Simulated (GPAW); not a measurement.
# ZnNi (Pm-3m): the Ni K absorption edge, part 3 of 3

Aim: the near-edge shape at the Ni K edge of ZnNi (Pm-3m), and what the core hole does to it.

GPAW 26.7.0; X-ray absorption from dipole matrix elements to empty bands, plane-wave PAW LDA.

So far. Step 5 (Spectrum with XCH, Ni atom 2): The total-energy difference is 8311.60 eV. Step 6 (Spectrum with FCH, Ni atom 2): The scaled spectrum changes by 3 % r.m.s. The highest intensity below 24 eV goes from 17.1 eV (1.62) to 17.2 eV (1.62).

The database entry behind the starting cell is an old determination (1936), so it need not match the best structure at ambient conditions.

## 7. Spectrum with XCH, Ni atom 2

A test of how far the result depends on this setting.

Changed against the first core-hole run: broadening from Gaussian full width 1.44 eV up to 4 eV, rising linearly to 3.5 eV at 25 eV to Gaussian full width 0.5 eV up to 4 eV, rising linearly to 1.5 eV at 25 eV.

Input file xas.py:

```python
import numpy as np
from ase import Atoms
from ase.parallel import parprint, paropen
from gpaw import GPAW, PW, FermiDirac, Mixer, MixerDif, setup_paths
from gpaw.test import gen
setup_paths.insert(0, '.')
gen('Ni', name='fch1s', xcname='LDA', corehole=(1, 0, 1), write_xml=True)
from gpaw.mpi import world
world.barrier()

atoms = Atoms('Zn9Ni9',
    cell=[[2.9083, 0, 5.8166],
     [-5.8166, 2.9083, 0],
     [0, -5.8166, 2.9083]],
    scaled_positions=[[0.38888889, 0.94444444, 0.72222222],
     [0.83333333, 0.16666667, 0.83333333],
     [0.72222222, 0.61111111, 0.05555556],
     [0.61111111, 0.05555556, 0.27777778],
     [0.27777778, 0.38888889, 0.94444444],
     [0.5, 0.5, 0.5],
     [0.16666667, 0.83333333, 0.16666667],
     [0.05555556, 0.27777778, 0.38888889],
     [0.94444444, 0.72222222, 0.61111111],
     [0, 0, 0],
     [0.44444444, 0.22222222, 0.11111111],
     [0.33333333, 0.66666667, 0.33333333],
     [0.22222222, 0.11111111, 0.55555556],
     [0.88888889, 0.44444444, 0.22222222],
     [0.11111111, 0.55555556, 0.77777778],
     [0.77777778, 0.88888889, 0.44444444],
     [0.66666667, 0.33333333, 0.66666667],
     [0.55555556, 0.77777778, 0.88888889]],
    magmoms=[0.0, 0.0, 0.0, 0.0, 0.0, 0.0, 0.0, 0.0, 0.0, 2.0, 2.0, 2.0, 2.0, 2.0, 2.0, 2.0, 2.0, 2.0],
    pbc=True)
atoms.calc = calc = GPAW(legacy_gpaw=True, mode=PW(430, force_complex_dtype=True), xc='LDA', setups={9: 'fch1s'},
    kpts={'size': (3, 3, 3), 'gamma': True}, occupations=FermiDirac(0.1),
    charge=-1, mixer=MixerDif(0.05, 8, 50), maxiter=150,
    convergence={'density': 0.0001, 'eigenstates': 1e-6}, txt='scf.txt')
energy = atoms.get_potential_energy() + calc.get_reference_energy()
ef = calc.get_fermi_level()
out = dict(energy=energy, fermi=ef, forces=atoms.get_forces().tolist(), magmoms=atoms.get_magnetic_moments().tolist())
parprint(f'all-electron energy {energy:.4f} eV, Fermi level {ef:.4f} eV')
ev = np.array([[calc.get_eigenvalues(k, s) for k in range(len(calc.get_ibz_k_points()))] for s in range(calc.get_number_of_spins())])
out['homo'], out['lumo'], out['counts'] = ev[ev < ef].max(), ev[ev > ef].min(), sorted(set((ev < ef).sum((0, 2)).tolist()))
out['filled'] = (ev[:, 0] < ef).sum(1).tolist()

from ase.units import Ha
from gpaw.xas import dipole_matrix_elements
nb = int(calc.get_number_of_electrons() / 2) + 179
top, nb = nb, nb + 8 + nb // 12
nscf = calc.fixed_density(kpts={'size': (3, 3, 3), 'gamma': True}, nbands=nb,
    convergence={'bands': top, 'eigenstates': 5e-3}, maxiter=60, txt='nscf.txt')
cell = atoms.cell.array
ops = [cell.T @ U.T @ np.linalg.inv(cell.T) for U in nscf.wfs.kd.symmetry.op_scc]
E = np.arange(-6, 34, 0.1)
fwhm = np.interp(E, [4, 25], [0.5, 1.5])
Y, X, zero, highest = 0, 0, 1e9, 1e9
for spin in range(nscf.get_number_of_spins()):
    wfs = nscf.wfs
    mine = wfs.bd.get_slice()  # this rank's bands
    A = dipole_matrix_elements(wfs.setups[9])
    eps = np.zeros((wfs.kd.nibzkpts, nb))
    d = np.zeros((3, A.shape[1], wfs.kd.nibzkpts, nb), complex)
    for kpt in wfs.kpt_u:
        if kpt.s == spin and 9 in kpt.P_ani:
            eps[kpt.k, mine] = kpt.eps_n * Ha
            d[:, :, kpt.k, mine] = (kpt.weight * wfs.nspins / 2) ** 0.5 * np.inner(A, kpt.P_ani[9])
    world.sum(eps)
    world.sum(d)
    T = np.einsum('amkn,bmkn->abkn', d, d.conj()).real
    T = sum(np.einsum('ai,ijkn,bj->abkn', R, T, R) for R in ops) / len(ops)
    empty = eps > ef
    zero, highest = min(zero, eps[empty].min()), min(highest, eps[:, top - 1].min())
    lines = [(eps, T, empty)] if spin == 0 else lines + [(eps, T, empty)]
for eps, T, empty in lines:
    f = np.einsum('aakn->akn', T).reshape(3, -1)
    x = eps.ravel() - zero
    w = np.interp(x, E, fwhm) / 2.35482
    g = np.exp(-0.5 * ((E[:, None] - x) / w) ** 2) / (w * (2 * np.pi) ** 0.5)
    Y = Y + (f * empty.ravel()) @ g.T
    X = X + (f * ~empty.ravel()) @ g.T
out.update(E=E.round(2).tolist(), xas=Y.tolist(), xes=X.tolist(), zero=zero, valid=highest - zero, nk=len(eps), nb=nb)
for i in range(0, len(E), 10):
    parprint(f'{E[i]:7.2f}', *(f'{v:10.3e}' for v in Y[:, i]))
import json
with paropen('out.json', 'w') as f:
    json.dump(out, f)
```

Run with:

```sh
$ OMP_NUM_THREADS=1 mpirun -n 4 gpaw python xas.py
```

Numbers of over 12 decimals in the logs are rounded to 6 here.

Log:

```text
Input parameters:
  charge: -1
  convergence: {density: 0.0001,
                eigenstates: 1e-06}
  kpts: {gamma: True,
         size: (3, 3, 3)}
  maxiter: 150
  mixer: {backend: pulay,
          beta: 0.05,
          method: difference,
          nmaxold: 8,
          weight: 50}
  mode: {ecut: 430.0,
         force_complex_dtype: True,
         name: pw}
  occupations: {fixmagmom: False,
[...]
4s:      -0.570148    -0.570533
3p:      -3.433483    -3.434132
3d:      -0.952222    -0.952912
*f:                   -0.019534
-------------------------------
all-electron energy -802582.3010 eV, Fermi level 7.3368 eV
  -6.00 1.474e-181 1.474e-181 1.474e-181
  -5.00 1.479e-128 1.479e-128 1.479e-128
  -4.00  3.499e-85  3.499e-85  3.499e-85
  -3.00  1.967e-51  1.967e-51  1.967e-51
[...]
32.00  3.442e-07  3.442e-07  3.442e-07
  33.00  4.629e-07  4.629e-07  4.629e-07
[key lines of the parts left out:]
Converged after 20 iterations.
Dipole moment: (-0.000000, -0.000000, 0.000000) |e|*Ang
Free energy:   -142.345882
Fermi level: 7.33681
```

It took 3.5 min on 4 MPI ranks of Intel Xeon 6975P-C (Granite Rapids), shared host; peak memory 0.63 GiB; 14 min of CPU time.

```tsv
E (eV)	first run	this run
-2.0	0.00	0.00
-1.0	0.03	0.00
0.0	0.32	0.31
1.0	0.61	0.93
2.0	0.45	0.35
3.0	0.43	0.27
4.0	0.61	0.49
5.0	0.70	0.67
6.0	0.83	0.53
7.0	1.05	1.24
8.0	0.94	0.68
9.0	1.02	1.19
10.0	0.98	1.05
11.0	0.92	0.67
12.0	1.09	1.39
13.0	1.20	0.90
14.0	1.33	1.51
15.0	1.41	1.31
16.0	1.50	1.32
17.0	1.62	1.97
18.0	1.48	1.63
19.0	1.14	0.99
20.0	0.87	0.76
21.0	0.74	0.75
22.0	0.69	0.62
23.0	0.72	0.54
24.0	0.82	0.82
25.0	0.92	1.12
26.0	0.95	1.00
27.0	0.91	0.89
28.0	0.87	0.81
29.0	0.85	0.83
30.0	0.86	0.85
31.0	0.92	0.83
32.0	1.01	0.93
```

The scaled spectrum changes by 17 % r.m.s. The highest intensity below 24 eV goes from 17.1 eV (1.62) to 17.3 eV (2.05).

The photon energy of the zero moves by +0.00 eV.

## 8. What the core hole does

Both curves are counted from their own zero, so only the shift of weight within the empty states shows.

```tsv
E (eV)	no hole	XCH
-2.0	0.00	0.00
-1.0	0.03	0.03
0.0	0.26	0.32
1.0	0.61	0.61
2.0	0.46	0.45
3.0	0.29	0.43
4.0	0.58	0.61
5.0	0.74	0.70
6.0	0.87	0.83
7.0	0.85	1.05
8.0	0.83	0.94
9.0	1.02	1.02
10.0	1.09	0.98
11.0	0.89	0.92
12.0	0.93	1.09
13.0	1.22	1.20
14.0	1.29	1.33
15.0	1.28	1.41
16.0	1.53	1.50
17.0	1.83	1.62
18.0	1.73	1.48
19.0	1.29	1.14
20.0	0.89	0.87
21.0	0.76	0.74
22.0	0.80	0.69
23.0	0.87	0.72
24.0	0.92	0.82
25.0	0.94	0.92
26.0	0.96	0.95
27.0	0.99	0.91
28.0	1.00	0.87
29.0	0.96	0.85
30.0	0.92	0.86
31.0	0.95	0.92
32.0	1.06	1.01
```

With each curve scaled to its own mean, the area from −2 to 6 eV with the hole is 3.5 against 3.4, and the centre of weight from −1 to 20 eV moves by -0.3 eV (first and strongest maxima below 20 eV: 1.2 eV (0.63), 9.8 eV (1.10), 13.8 eV (1.30) and 17.3 eV (1.85) without the hole, 1.0 eV (0.61), 7.0 eV (1.05), 9.4 eV (1.05) and 17.1 eV (1.62) with it), a small effect on these measures.

## 9. Results

* absorber and edge: Ni K, atom 2 of the ground-state input (counted from 1)
* surroundings: 8 Zn at 2.52 Å and 6 Ni at 2.91 Å (cube and octahedron, as in bcc, site symmetry m-3m)
* highest intensity below 24 eV: 17.1 eV above the zero, height 1.62
* photon energy of the zero (spin-polarised hole, raw): 8311.6 eV (LDA puts this hole about 18 eV below PBE, itself good to a few eV)

The Ni K edge of atom 2, with 8 Zn at 2.52 Å and 6 Ni at 2.91 Å (cube and octahedron, as in bcc, site symmetry m-3m), has its highest intensity of the first 24 eV at 17.1 eV above the zero, near 8329 eV in photon energy (LDA puts this hole about 18 eV below PBE, itself good to a few eV), 1.6 times the mean level of the first 20 eV (Gaussian full width 1.44 eV up to 4 eV, rising linearly to 3.5 eV at 25 eV). With each curve scaled to its own mean, the area from −2 to 6 eV with the hole is 3.5 against 3.4, and the centre of weight from −1 to 20 eV moves by -0.3 eV (first and strongest maxima below 20 eV: 1.2 eV (0.63), 9.8 eV (1.10), 13.8 eV (1.30) and 17.3 eV (1.85) without the hole, 1.0 eV (0.61), 7.0 eV (1.05), 9.4 eV (1.05) and 17.1 eV (1.62) with it), a small effect on these measures. Changing the core hole to FCH alters the shape by 3 % r.m.s., so the result is insensitive to this choice. Changing the broadening from Gaussian full width 1.44 eV up to 4 eV, rising linearly to 3.5 eV at 25 eV to Gaussian full width 0.5 eV up to 4 eV, rising linearly to 1.5 eV at 25 eV alters the shape by 17 % r.m.s., a modest effect on the whole. The strongest dipole feature below the main edge lies at 1.0 eV (height 0.61); the site has an inversion centre, so it comes from p states mixed with the neighbours' empty states, not from local p–d mixing. The hole lies in one spin channel, while the script sums the empty states of both and takes the lower zero; where the two channels are split, this blurs and shifts the curve. Quadrupole 1s→3d transitions, which feed the pre-edge, are not in the dipole spectrum. The starting moments shrank to 0.01 μB or less, so this is hardly a magnetic state. The mesh is coarse (0.37 Å⁻¹ between points), so small maxima may be mesh ripples. The structure is a published determination, not relaxed.

[Banner, clock and machine lines of the logs are left out without a mark of their own.]

[Logs are printed without paths, hosts, clocks, repeated set-up lines and the standing remarks that a program may print on its own settings, such as how far it seeks lower states.]

[Hosts, paths, dates, database ids (printed as entryN), source tags and the programs' standing remarks are cut or masked in the printed files.]

[Lists of maxima count a maximum above −3 eV only where it reaches 4 % of the highest in the window and stands out from its surroundings by 2 % of it (1.5 % where it reaches 55 %); shoulders and weaker maxima are passed over, and of the rest the first, up to two pre-edge ones and the few strongest are named.]
